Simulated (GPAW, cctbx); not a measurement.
## What do these deviations say about the bonding?

Hf3Zr, Pm-3m (no. 221), a = 4.4985 Å, b = 4.4985 Å, c = 4.4985 Å, α = 90.00°, β = 90.00°, γ = 90.00°.

```
atom  mult.    x    y  z
 Hf1      3  1/2  1/2  0
 Zr1      1    0    0  0
```

The cell comes from substitution in a known structure type and wasn't matched to any measured phase.

Absolute values of the static structure factors of the conventional cell from DFT (PBE, GPAW) against free spherical atoms, in electrons:

| hkl | d (Å) | free atoms | crystal |
| --- | --- | --- | --- |
| 010 | 4.498 | 31.21 | 31.14 |
| 011 | 3.181 | 30.38 | 30.33 |
| 111 | 2.597 | 215.60 | 215.16 |
| 020 | 2.249 | 208.05 | 207.66 |
| 021 | 2.012 | 28.23 | 28.25 |
| 121 | 1.837 | 27.61 | 27.63 |
| 022 | 1.591 | 185.59 | 185.87 |
| 122 | 1.500 | 25.91 | 25.93 |
| 030 | 1.500 | 25.91 | 25.95 |
| 031 | 1.423 | 25.39 | 25.42 |

**Question.** Which way does charge move, and which reflections show it best?

Project each element's phase sum on the total phase. |F| rises if density moves to atoms that scatter in phase and falls if it moves to atoms that scatter against it; the rule is for low angles, since changes of shape take over beyond. Where all elements are in phase the terms compete, and the compactness of the donor's and the acceptor's density matters too.

| hkl | Hf in phase | Zr in phase | change (e) | (%) |
| --- | --- | --- | --- | --- |
| 010 | +1.0 | -1.0 | -0.08 | -0.2 |
| 011 | +1.0 | -1.0 | -0.06 | -0.2 |
| 111 | +3.0 | +1.0 | -0.44 | -0.2 |
| 020 | +3.0 | +1.0 | -0.40 | -0.2 |
| 021 | +1.0 | -1.0 | +0.01 | 0.0 |
| 121 | +1.0 | -1.0 | +0.02 | +0.1 |
| 022 | +3.0 | +1.0 | +0.28 | +0.2 |
| 122 | +1.0 | -1.0 | +0.02 | +0.1 |

Low-angle reflections that set elements apart and change by more than 0.05 e: 010 and 011 (021 and 121 hardly move and tell little). The signs fit a gain of density on Zr and a loss on Hf. The best witness is 010, -0.2 %, where Zr enters with -1.0. The real-space density agrees: Voronoi charges Hf +0.04, Zr -0.11 e. The shortest bond, Hf–Hf, has Δρ = +0.01 e/Å³ at its midpoint, with no localised bond charge.

[Outputs are excerpts: Python notices, other lines and further rows are left out; steps that failed or that the build refused (PBEsol, TPSS) are not shown.]

[Logs are printed without paths, hosts, clocks, repeated set-up lines and the standing remarks that a program may print on its own settings, such as how far it seeks lower states.]
